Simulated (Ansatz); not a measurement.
**TiPbSe3 (built on the sites of a database entry of HfPbO3): a soft mode frozen in**

Wanted: the energy along a soft mode of TiPbSe3 (built on the sites of a database entry of HfPbO3) and the structure at the end.

Main program and level: Ansatz 0.2.0; DFT PBEsol, scalar-relativistic, plane waves, PAW.

The structure was built from a prototype and need not be the compound's stable phase.

## (1) Set-up

The structure is cubic, space group Pm-3m (No. 221). The conventional cell has a = 4.932 Å, b = 4.932 Å, c = 4.932 Å, α = 90.00°, β = 90.00°, γ = 90.00°. Ti has 6 Se at 2.47 Å nearest. Pb has 12 Se at 3.49 Å nearest. Nearest to Se lie 2 Ti at 2.47 Å and 4 Pb at 3.49 Å. Farther neighbours and most contacts between anions are not listed.

Structure file:

```cif
data_structure
_symmetry_space_group_name_H-M 'Pm-3m'
_symmetry_Int_Tables_number 221
_cell_length_a 4.9322
_cell_length_b 4.9322
_cell_length_c 4.9322
_cell_angle_alpha 90.000
_cell_angle_beta 90.000
_cell_angle_gamma 90.000
_cell_volume 119.98
loop_
_atom_site_label
_atom_site_type_symbol
_atom_site_symmetry_multiplicity
_atom_site_Wyckoff_symbol
_atom_site_fract_x
_atom_site_fract_y
_atom_site_fract_z
_atom_site_occupancy
Ti1 Ti 1 b 0.50000 0.50000 0.50000 1
Pb1 Pb 1 a 0.00000 0.00000 0.00000 1
Se1 Se 3 c 0.00000 0.50000 0.50000 1
```

## (2) Response at finite wavevector

The cell comes from relaxations at this level that are not shown. Stability and thermal properties need the whole zone. Linear response on a 2×2×2 q mesh gives force constants as far as a supercell of that size would.

File input.yaml:

```yaml
crystal:
  lattice:
    - [4.9321777088, 0.0, 0.0]
    - [0.0, 4.9321777088, 0.0]
    - [0.0, 0.0, 4.9321777088]
  atoms:
    - { symbol: Ti, position: [0.5, 0.5, 0.5] }
    - { symbol: Pb, position: [0.0, 0.0, 0.0] }
    - { symbol: Se, position: [0.0, 0.5, 0.5] }
    - { symbol: Se, position: [0.5, 0.0, 0.5] }
    - { symbol: Se, position: [0.5, 0.5, 0.0] }
kpoints:
  mp_grid: { grid: [8, 8, 8] }
hamiltonian:
  xc: pbesol
scf:
  occupations: { method: methfessel_paxton, width: 0.2 }
output:
  eigenvalues: true
phonons:
  method: dfpt
  qmesh: [2, 2, 2]
  temperatures: { t_max: 1000, t_step: 50 }
  qpath:
    path:
      - [[0.0, 0.0, 0.0], [0.0, 0.5, 0.0], [0.5, 0.5, 0.0], [0.0, 0.0, 0.0], [0.5, 0.5, 0.5], [0.0, 0.5, 0.0]]
      - [[0.5, 0.5, 0.5], [0.5, 0.5, 0.0]]
    npoints: 10
```

Run with:

```
> ansatz run input.yaml --threads 8 --pin off --max-ram 14336MiB --backend cpu --events-out ev --progress --plain --runs-dir out
```

Numbers of over 12 decimals in the logs are rounded to 6 here.

What it wrote:

```text
Engine: ansatz 0.2.0, aarch64-unknown-linux-gnu
Pseudopotentials: kind: paw
Pseudopotential: Ti, paw, valence charge 12, recommended cutoff 420 eV (normal), Ti.paw.azcp
Pseudopotential: Pb, paw, valence charge 14, recommended cutoff 420 eV (normal), Pb.paw.azcp
Pseudopotential: Se, paw, valence charge 16, recommended cutoff 420 eV (normal), Se.paw.azcp
Functional definition: PBEsol
  exchange = pbesol_x
  correlation = pbesol_c
Crystal: 5 atoms, lattice volume = 119.982 Å³
Basis set: ecut = 420 eV, 2325 PW (Γ), exchange–correlation on 72×72×72 points (8 copies of the dense FFT grid, shifted against one another)
Bands: 45, of which v1, the nominal top of the filled ones, is band 37 counted from 1 (36 counted from 0)
Symmetry: 48 space group operations
k-points: 35 of 512
Non-local potential: Ti, projectors of the file, l = 0: 3, l = 1: 2, l = 2: 3, l = 3: 1
Non-local potential: Pb, projectors of the file, l = 0: 2, l = 1: 2, l = 2: 2, l = 3: 2
Non-local potential: Se, projectors of the file, l = 0: 2, l = 1: 2, l = 2: 3, l = 3: 1
PAW form: soft (Blöchl's): semilocal exchange-correlation on the pseudo side does not see the compensation charge
PAW frozen core: Ti, regenerated for the run's functional, and the local potential with it (the file was generated under x = pbe(κ = 0.804, μ = 0.219515), c = pbe(β = 0.066725))
PAW frozen core: Pb, regenerated for the run's functional, and the local potential with it (the file was generated under x = pbe(κ = 0.804, μ = 0.219515), c = pbe(β = 0.066725))
PAW frozen core: Se, regenerated for the run's functional, and the local potential with it (the file was generated under x = pbe(κ = 0.804, μ = 0.219515), c = pbe(β = 0.066725))
PAW one-centre angular grid: Ti, 590 points (default); XC on 64 Gauss nodes
PAW one-centre angular grid: Pb, 590 points (default); XC on 64 Gauss nodes
PAW one-centre angular grid: Se, 590 points (default); XC on 64 Gauss nodes
Initial density: superposition of atomic densities (neutral atoms: chi_scale 0, normalization atom), corrected by the library's trained network
Initial wavefunctions: pseudopotential atomic-orbital guess
Functional: x = pbesol(κ = 0.804, μ = 0.123457), c = pbesol(β = 0.046)
SCF iter   1: F=—  HF=-30504.419117 eV  |F-HF|=—  |Δ(HF+E_count)|=         —  Δρ=7.09e-3  dr2=9.22e-2  ethr=1.77e-3  ⟨swp⟩=6.5  Hψ=5825  notcnv=0
preconditioner: auto → Kerker (q_TF=auto, 2.517 Å⁻¹)  [metal: Δε(μ)=0.045 eV  Ē_g=10.867 eV  σ=0.200 eV  W_gap=0.19  n_scr=26 (ndim 8)  ℏωp=20.3 eV  f_vac=0.008  D(μ)=2.01/eV (n_scr^D=6)]
SCF iter   2: F=—  HF=-30504.411365 eV  |F-HF|=—  |Δ(HF+E_count)|=   7.75e-3  S|Δr|=    0.00e0  Δρ=3.68e-3  dr2=2.71e-2  ethr=1.25e-4  ⟨swp⟩=1.0  Hψ=1855  notcnv=0
SCF iter   3: F=—  HF=-30504.408449 eV  |F-HF|=—  |Δ(HF+E_count)|=   2.92e-3  S|Δr|=    0.00e0  Δρ=4.74e-4  dr2=3.50e-4  ethr=3.66e-5  ⟨swp⟩=1.9  Hψ=1607  notcnv=0
SCF iter   4: F=—  HF=-30504.408444 eV  |F-HF|=—  |Δ(HF+E_count)|=   5.00e-6  S|Δr|=    0.00e0  Δρ=2.71e-4  dr2=1.16e-4  ethr=4.73e-7  ⟨swp⟩=2.0  Hψ=2798  notcnv=0
SCF iter   5: F=—  HF=-30504.408437 eV  |F-HF|=—  |Δ(HF+E_count)|=   6.87e-6  S|Δr|=    0.00e0  Δρ=7.37e-5  dr2=1.13e-5  ethr=1.56e-7  ⟨swp⟩=2.3  Hψ=2822  notcnv=0
SCF iter   6: F=—  HF=-30504.408440 eV  |F-HF|=—  |Δ(HF+E_count)|=   2.90e-6  S|Δr|=    0.00e0  Δρ=1.74e-5  dr2=4.86e-7  ethr=1.52e-8  ⟨swp⟩=2.8  Hψ=3119  notcnv=0
SCF iter   7: F=—  HF=-30504.408438 eV  |F-HF|=—  |Δ(HF+E_count)|=   1.98e-6  S|Δr|=    0.00e0  Δρ=6.34e-6  dr2=8.03e-8  ethr=6.57e-10  ⟨swp⟩=2.1  Hψ=1932  notcnv=0
SCF iter   8: F=—  HF=-30504.408438 eV  |F-HF|=—  |Δ(HF+E_count)|=   2.64e-8  S|Δr|=    0.00e0  Δρ=2.18e-6  dr2=8.35e-9  ethr=1.09e-10  ⟨swp⟩=2.1  Hψ=1815  notcnv=0
SCF iter   9: F=—  HF=-30504.408438 eV  |F-HF|=—  |Δ(HF+E_count)|=  1.16e-10  S|Δr|=    0.00e0  Δρ=5.07e-7  dr2=7.43e-10  ethr=1.13e-11  ⟨swp⟩=2.5  Hψ=2778  notcnv=0
SCF iter  10: F=—  HF=-30504.408438 eV  |F-HF|=—  |Δ(HF+E_count)|=  1.38e-10  S|Δr|=    0.00e0  Δρ=1.54e-7  dr2=5.77e-11  ethr=1.00e-12  ⟨swp⟩=2.1  Hψ=2399  notcnv=0
SCF iter  11: F=-30504.408438 eV  HF=-30504.408438 eV  |F-HF|=3.64e-12  |Δ(HF+E_count)|=  1.82e-11  S|Δr|=    0.00e0  Δρ=4.26e-8  dr2=2.90e-12  ethr=1.00e-12  ⟨swp⟩=8.9  Hψ=6988  notcnv=0
SCF 1 converged in 11 iterations: F = -30504.408438 eV  dr2 = 2.90e-12
  greatest PAW one-centre occupation: 1.000 electrons in one spin orbital (limit 2), on the Se atom at site 3 (counted from 0), in its partial waves of l = 2
Initial density: read from a saved state, or passed on in memory by an earlier SCF of this step, an earlier step, the calling program or the single point that the run made first
iter 1 solved again at ethr=2.03e-7 eV; its pass at ethr=3.10e-3 eV (dr2=1.50e-4 eV) is discarded
SCF iter   1: F=—  HF=-30504.408438 eV  |F-HF|=—  |Δ(HF+E_count)|=         —  Δρ=5.83e-7  dr2=4.75e-10  ethr=2.03e-7  ⟨swp⟩=2.7  Hψ=9251  notcnv=0
eigensolver tolerance schedule: the retry pair's looser diagonalisation over-reported the residual by 316167.51 of it (diagonalisation noise at an unbounded share of the residual, at the tolerance the schedule requests for it); recorded, not acted on — ethr = c·dr2/N_el stays at c = 1.0e-1
preconditioner: auto → Kerker (q_TF=auto, 2.517 Å⁻¹)  [metal: Δε(μ)=0.038 eV  Ē_g=10.848 eV  σ=0.200 eV  W_gap=0.16  n_scr=26 (ndim 8)  ℏωp=20.3 eV  f_vac=0.006  D(μ)=2.90/eV (n_scr^D=18)]
SCF iter   2: F=—  HF=-30504.408438 eV  |F-HF|=—  |Δ(HF+E_count)|=   3.49e-8  S|Δr|=    0.00e0  Δρ=2.58e-7  dr2=6.86e-11  ethr=1.00e-12  ⟨swp⟩=3.8  Hψ=4370  notcnv=0
SCF iter   3: F=—  HF=-30504.408438 eV  |F-HF|=—  |Δ(HF+E_count)|=  3.27e-11  S|Δr|=    0.00e0  Δρ=1.66e-7  dr2=2.85e-11  ethr=1.00e-12  ⟨swp⟩=4.9  Hψ=4675  notcnv=0
SCF iter   4: F=—  HF=-30504.408438 eV  |F-HF|=—  |Δ(HF+E_count)|=  1.46e-11  S|Δr|=    0.00e0  Δρ=9.25e-8  dr2=1.04e-11  ethr=1.00e-12  ⟨swp⟩=1.0  Hψ=1575  notcnv=0
SCF iter   5: F=-30504.408438 eV  HF=-30504.408438 eV  |F-HF|=1.82e-11  |Δ(HF+E_count)|=  7.28e-12  S|Δr|=    0.00e0  Δρ=5.79e-8  dr2=4.49e-12  ethr=1.00e-12  ⟨swp⟩=2.0  Hψ=2971  notcnv=0
SCF 2 converged in 5 iterations: F = -30504.408438 eV  dr2 = 4.49e-12
  greatest PAW one-centre occupation: 1.000 electrons in one spin orbital (limit 2), on the Se atom at site 4 (counted from 0), in its partial waves of l = 2
phonons: the bands overlap, so this run is a metal and interpolates without the dipole-dipole term. If the crystal is really an insulator or semiconductor, its LO-TO splitting is missing
NSCF: frozen V_eff on 35 k-points
NSCF: frozen V_eff on 125 k-points
DFPT response loops at q = (0, 0, 0) (fractional): preconditioner auto → Kerker (q_TF=auto, 2.517 Å⁻¹) (partly filled bands, converged f_vac=0.006); β = 1.00, the filter's whole step (`scf.mixing.beta` (0.50) is not read by the response loops under this deck's `scf.mixing.preconditioner`; to damp them name `kerker` or `kerker_dos`, under which they read `scf.mixing.beta`, and type it under 1.00, their step now; both keys bind the ground state too); Broyden in place of MSR1
NSCF: frozen V_eff on 250 k-points
DFPT response loops at q = (0, 0, -0.5) (fractional): mixed as the last ones told, above
NSCF: frozen V_eff on 250 k-points
DFPT response loops at q = (0, -0.5, -0.5) (fractional): mixed as the last ones told, above
NSCF: frozen V_eff on 250 k-points
DFPT response loops at q = (-0.5, -0.5, -0.5) (fractional): mixed as the last ones told, above
SCF converged after 11 iterations
Stability not checked: this state was not tested for a lower state beside it, because cold or Methfessel-Paxton smearing, or corrected tetrahedra, fill the levels in a way that the test cannot read (fill_not_monotonic; see scf.lower_state_search)
Free energy (F): -30504.408438 eV
Harris-Foulkes:  -30504.408438 eV  (|F-HF|=3.64e-12)
Internal energy: -30504.406291 eV  (E = F + TS)
E sigma→0 (E₀):  -30504.407901 eV
Entropy (-TS):   -0.002146 eV (-0.429 meV/atom)
Fermi energy:    9.885978 eV
Step filling:    the computed levels leave a gap of 0.0382 eV = 0.2 smearing widths at the electron count; against every level under it full and every level over it empty, smearing changes F+E_penalty+E_count by +1.467 meV and its σ→0 estimate by +2.003 meV
--- Per-component energies (eV) ---
  E_band       = -1336.141055
  E_kinetic    = 916.367517
  E_local      = -9376.800173  (includes V_loc(G=0)·N_el)
  E_nonlocal   = -1419.148471
  E_hartree    = 4469.349133
  E_xc         = -627.192135
  E_vxc        = -550.271967  (∫ρ·V_xc dr)
  E_paw        = -16877.453084  (= ΣΔE_a)
  E_vpaw       = 155.015409  (= ΣTr[D̂ρ^β])
  E_aug_tail   = -0.001679  (compensation charges beyond the density's cutoff)
  E_ewald      = -7592.754251
  E_core_change = 3.226852  (= ΣΔE_core)
  E_smearing   = -0.002146  (= −TS)
  E_closure    = -0.000000  (closes the sum)
  Σ components = -30504.408438   (vs F -30504.408438, Δ=0.00e0)
--- Band table (eV; the first three rows and the last of 35) ---
  k-point 0: bands = [... 33 lower, 8.4821, 9.0025, 9.0025, 9.0025, 9.4812, 9.4812, 9.4812, 10.8544, ... 4 higher]
  k-point 1: bands = [... 33 lower, 8.3784, 8.5783, 8.8941, 8.8941, 9.4865, 9.9445, 9.9445, 10.8601, ... 4 higher]
  k-point 2: bands = [... 33 lower, 8.0792, 8.1523, 8.9684, 8.9684, 9.4993, 10.5094, 10.5094, 10.8703, ... 4 higher]
  k-point 34: bands = [... 33 lower, 6.1584, 10.0941, 10.0941, 10.0941, 10.6898, 10.6898, 10.6898, 14.0194, ... 4 higher]
--- Phonons (Γ-DFPT): 4 representative perturbations + reference (Σ response iterations 12) ---
  ASR residual: 4.956e-5 → 0.000e0 eV/Å²; symmetrization residual: 9.531e-6 eV/Å²
  ASR residual per site (eV/Å²): 2.66e-5 4.96e-5 1.43e-5 1.43e-5 1.43e-5
  Γ frequencies (cm⁻¹): -81.87 -81.87 -81.87 -63.84 -63.84 -63.84 -41.53 -41.53 -41.53 0.00 0.00 0.00 251.70 251.70 251.70
--- Phonons (arbitrary-q DFPT): 4 irreducible q on the 2×2×2 mesh ---
  q = [0.0000, 0.0000, 0.0000] (star 1, of the zone-centre solve; hermiticity 1.68e-6, symmetrization 1.25e-11): -81.87 -81.87 -81.87 -63.84 -63.84 -63.84 -41.53 -41.53 -41.53 -0.00 0.00 0.00 251.70 251.70 251.70
  q = [0.0000, 0.0000, -0.5000] (star 3, 9 solved perturbations in 975 linear systems a pass and spin channel, the states on 125 of 512 k-point pairs; hermiticity 2.55e-6, symmetrization 1.26e-12): -58.76 -58.76 -57.77 -57.77 -47.29 -47.29 -45.24 -22.29 59.28 59.28 76.93 224.03 238.48 249.26 249.26
  q = [0.0000, -0.5000, -0.5000] (star 3, 9 solved perturbations in 975 linear systems a pass and spin channel, the states on 125 of 512 k-point pairs; hermiticity 1.58e-6, symmetrization 3.88e-13): -122.13 -69.20 -69.20 -59.78 -37.97 45.83 45.83 53.22 53.22 117.30 124.65 217.80 217.80 248.13 254.98
  q = [-0.5000, -0.5000, -0.5000] (star 1, 4 solved perturbations in 350 linear systems a pass and spin channel, the states on 125 of 512 k-point pairs; hermiticity 2.49e-6, symmetrization 1.61e-11): -118.09 -118.09 -118.09 -55.77 -55.77 -55.77 35.84 35.84 105.08 105.08 105.08 219.31 219.31 219.31 270.31
  sum rule: each row above includes the acoustic sum rule's correction from the zone centre's row sums; it moved no ω² by more than (0.39 cm⁻¹)²
  mesh force constants: q→R imaginary residual 6.89e-18; ASR residual 4.956e-5 → 0.000e0 eV/Å²; symmetrization residual 6.661e-15 eV/Å²
  interpolated dispersion: 62 rows × 15 modes
  density of states and harmonic sums: on the 14×14×14 q-mesh, interpolated from the force constants of a 2×2×2 supercell (no non-analytic term)
  largest difference from the sums on the solved wave vectors: F 1.34e-1 eV, S 1.91e-4 and C_V 5.77e-5 eV/K
  zero-point energy: 0.077829 eV/cell   skipped modes (ω ≤ 0): 784, of them read as no rigid motion or as one in doubt: 781 (6.457e0 modes/cell left out, lowest -122.13 cm⁻¹)   left out of the sums: 4.31e-1 of the cell's modes: C_V's classical limit lies that fraction below 3 k_B per atom; for a crystal, a wire or a layer, F and S can be off by more, and a phonons.interpolated_qmesh denser along its periods is the remedy for the sampling
```

The job ended after 3.3 min (8 threads of Arm Neoverse V2, shared host; peak memory 2.1 GiB; 25 min of CPU time).

The column dr2 measures how far the density is from self-consistency, as an energy; F and HF (Harris–Foulkes) agree once it is small.

Numbers from this step:

* volume per atom: 24.00 Å³
* gap on the k-mesh: 0 eV
* sum-rule residual before enforcement: 4.96e-5 eV/Å²
* lowest frequency on the path: -122.1 cm⁻¹
* point group: m-3m
* highest frequency on the path or at a solved wavevector: 277.6 cm⁻¹
* highest optical mode at the zone centre (no LO-TO term): 251.7 cm⁻¹
* lowest optical zone-centre mode: -81.87 cm⁻¹
* lowest mode on the q mesh (acoustic modes at Γ apart): -122.1 cm⁻¹

Frequencies (cm⁻¹) solved at each irreducible wavevector; negative means imaginary. Frequencies by wavevector, by row:

```tsv
q in reciprocal lattice units	star	mode 1	mode 2	mode 3	mode 4	mode 13	mode 14	mode 15
0 0 0	1	-81.9	-81.9	-81.9	-63.8	251.7	251.7	251.7
0 0 -0.5	3	-58.8	-58.8	-57.8	-57.8	238.5	249.3	249.3
0 -0.5 -0.5	3	-122.1	-69.2	-69.2	-59.8	217.8	248.1	255
-0.5 -0.5 -0.5	1	-118.1	-118.1	-118.1	-55.8	219.3	219.3	270.3
```

Interpolated from a 2×2×2 q mesh. Phonon branches along the path, in cm⁻¹:

```tsv
point	branch 1	branch 2	branch 3	branch 4	branch 12	branch 13	branch 14	branch 15
Γ	-82	-82	-82	-64	0	252	252	252
halfway	-73	-73	-55	-53	142	251	251	252
X	-59	-59	-58	-58	224	238	249	249
halfway	-99	-64	-62	-56	205	221	249	262
M	-122	-69	-69	-60	218	218	248	255
halfway	-88	-67	-62	-55	147	232	250	263
Γ	-82	-82	-82	-64	0	252	252	252
halfway	-89	-82	-82	-54	152	228	228	275
R	-118	-118	-118	-56	219	219	219	270
halfway	-101	-91	-82	-59	191	220	224	276
X	-59	-59	-58	-58	224	238	249	249
jump to R	-118	-118	-118	-56	219	219	219	270
halfway	-120	-94	-94	-56	205	218	218	274
M	-122	-69	-69	-60	218	218	248	255
```

Symmetry leaves 4 wavevectors to solve. The lowest mode among them, the acoustic zeros apart, lies at q = (0, -0.5, -0.5) and is imaginary, 122.1i cm⁻¹, so the energy falls along it.

## (3) The mode frozen in, largest atomic shift 0 Å

The mode followed lies at q = (-0.5, -0.5, -0.5) with frequency 118.1i cm⁻¹ and is 3-fold degenerate, one of the unstable modes though not the softest. At small amplitude the distorted cell has space group no. 140 by a symmetry search on the positions. The undistorted cell that holds it gives the zero of energy on the same k mesh.

System of this step: TiPbSe3 (built on the sites of a database entry of HfPbO3). The structure is cubic, space group Pm-3m (No. 221). The conventional cell has a = 4.932 Å, b = 4.932 Å, c = 4.932 Å, α = 90.00°, β = 90.00°, γ = 90.00°. Nearest to Ti lie 6 Se at 2.47 Å. Pb has 12 Se at 3.49 Å nearest. Se has 2 Ti at 2.47 Å and 4 Pb at 3.49 Å nearest. Farther neighbours and most contacts between anions are not listed.

File input.yaml:

```yaml
crystal:
  lattice:
    - [4.9321777088, 4.9321777088, 0.0]
    - [4.9321777088, 0.0, 4.9321777088]
    - [4.9321777088, 0.0, -4.9321777088]
  atoms:
    - { symbol: Ti, position: [0.5, 0.25, 0.75] }
    - { symbol: Ti, position: [0.5, 0.75, 0.25] }
    - { symbol: Pb, position: [0.0, 0.5, 0.5] }
    - { symbol: Pb, position: [0.0, 0.0, 0.0] }
    - { symbol: Se, position: [0.5, 0.0, 0.5] }
    - { symbol: Se, position: [0.5, 0.5, 0.0] }
    - { symbol: Se, position: [0.0, 0.5, 0.0] }
    - { symbol: Se, position: [0.0, 0.0, 0.5] }
    - { symbol: Se, position: [0.5, 0.0, 1.0] }
    - { symbol: Se, position: [0.5, 0.5, 0.5] }
kpoints:
  mp_grid: { grid: [8, 8, 8] }
hamiltonian:
  xc: pbesol
scf:
  occupations: { method: methfessel_paxton, width: 0.2 }
output:
  forces: true
  stress: true
  eigenvalues: true
```

What it wrote:

```text
[...]
Crystal: 10 atoms, lattice volume = 239.964 Å³
Basis set: ecut = 420 eV, 4645 PW (Γ), exchange–correlation on 96×96×96 points (8 copies of the dense FFT grid, shifted against one another)
Bands: 89, of which v1, the nominal top of the filled ones, is band 74 counted from 1 (73 counted from 0)
Symmetry: 96 space group operations
[...]
k-points: 29 of 512
[...]
k-point 0: bands = [... 70 lower, 9.0036, 9.5152, 9.5152, 9.5152, 10.0872, 10.0872, 10.0872, 10.7218, ... 11 higher]
  k-point 1: bands = [... 70 lower, 8.8522, 9.7686, 9.7686, 9.7774, 9.9381, 9.9381, 10.0040, 10.6279, ... 11 higher]
  k-point 2: bands = [... 70 lower, 8.6874, 9.5561, 9.5561, 9.7815, 10.1220, 10.1220, 10.1647, 10.3753, ... 11 higher]
  k-point 28: bands = [... 70 lower, 7.9710, 7.9710, 9.1049, 9.1049, 10.6940, 10.6940, 10.7240, 10.7240, ... 11 higher]
[key lines of the parts left out:]
SCF converged after 8 iterations
Free energy (F): -61008.833935 eV
Fermi energy:    9.886421 eV
P = ⅓ Tr σ = -0.0668 GPa (-0.668 kbar)
```

Run time: 3.5 s. Hardware: 8 threads; peak memory 1.5 GiB.

Numbers from this step:

```
pressure                         : -0.06678 GPa
energy from the undistorted cell : 0 meV/atom
```

The run ends at a pressure of -0.07 GPa.

## (4) The mode frozen in, largest atomic shift 0.6 Å

The atoms are moved along the unstable eigenvector, the largest shift by 0.6 Å, with the cell fixed.

input.yaml, the sections that differ from step 3:

```yaml
crystal:
  lattice:
    - [4.9321777088, 4.9321777088, 0.0]
    - [4.9321777088, 0.0, 4.9321777088]
    - [4.9321777088, 0.0, -4.9321777088]
  atoms:
    - { symbol: Ti, position: [0.5, 0.25, 0.75] }
    - { symbol: Ti, position: [0.5, 0.75, 0.25] }
    - { symbol: Pb, position: [0.0, 0.5, 0.5] }
    - { symbol: Pb, position: [0.0, 0.0, 0.0] }
    - { symbol: Se, position: [0.5, 0.060825059, 0.439174941] }
    - { symbol: Se, position: [0.5, 0.439174941, 0.060825059] }
    - { symbol: Se, position: [0.0, 0.5, 0.0] }
    - { symbol: Se, position: [0.0, 0.0, 0.5] }
    - { symbol: Se, position: [0.5, -0.060825059, 0.939174941] }
    - { symbol: Se, position: [0.5, 0.560825059, 0.560825059] }
# kpoints, hamiltonian, scf, output: as in step 3
```

What it wrote:

```text
[...]
Crystal: 10 atoms, lattice volume = 239.964 Å³
Basis set: ecut = 420 eV, 4645 PW (Γ), exchange–correlation on 96×96×96 points (8 copies of the dense FFT grid, shifted against one another)
Bands: 89, of which v1, the nominal top of the filled ones, is band 74 counted from 1 (73 counted from 0)
Symmetry: 16 space group operations
[...]
k-points: 59 of 512
[...]
k-point 0: bands = [... 70 lower, 9.1527, 9.1527, 9.1701, 9.1701, 9.6100, 9.9848, 9.9848, 10.1675, ... 11 higher]
  k-point 1: bands = [... 70 lower, 8.9375, 8.9802, 9.4132, 9.4518, 9.8346, 9.9172, 9.9343, 10.3027, ... 11 higher]
  k-point 2: bands = [... 70 lower, 8.7656, 8.9476, 9.2892, 9.3990, 9.9632, 10.1031, 10.1595, 10.4831, ... 11 higher]
  k-point 58: bands = [... 70 lower, 7.6107, 8.7423, 9.1904, 9.1904, 9.6249, 10.3552, 10.5333, 10.5333, ... 11 higher]
[key lines of the parts left out:]
SCF converged after 9 iterations
Free energy (F): -61010.017924 eV
Fermi energy:    9.625137 eV
P = ⅓ Tr σ = -1.0514 GPa (-10.514 kbar)
```

It took 8.4 s on 8 threads; peak memory 1.7 GiB; 65 s of CPU time.

This step gave:

- pressure: -1.051 GPa
- energy from the undistorted cell: -118.6 meV/atom

The energy, extrapolated to zero smearing, is -118.58 meV/atom against the undistorted cell.

The run ends at a pressure of -1.05 GPa, with forces up to 0.29 eV/Å.

(Continued in part 2 of 2.)

[Logs are printed without paths, hosts, clocks, repeated set-up lines and the standing remarks that a program may print on its own settings, such as how far it seeks lower states.]

[Hosts, paths, dates, database ids (printed as entryN), source tags and the programs' standing remarks are cut or masked in the printed files.]
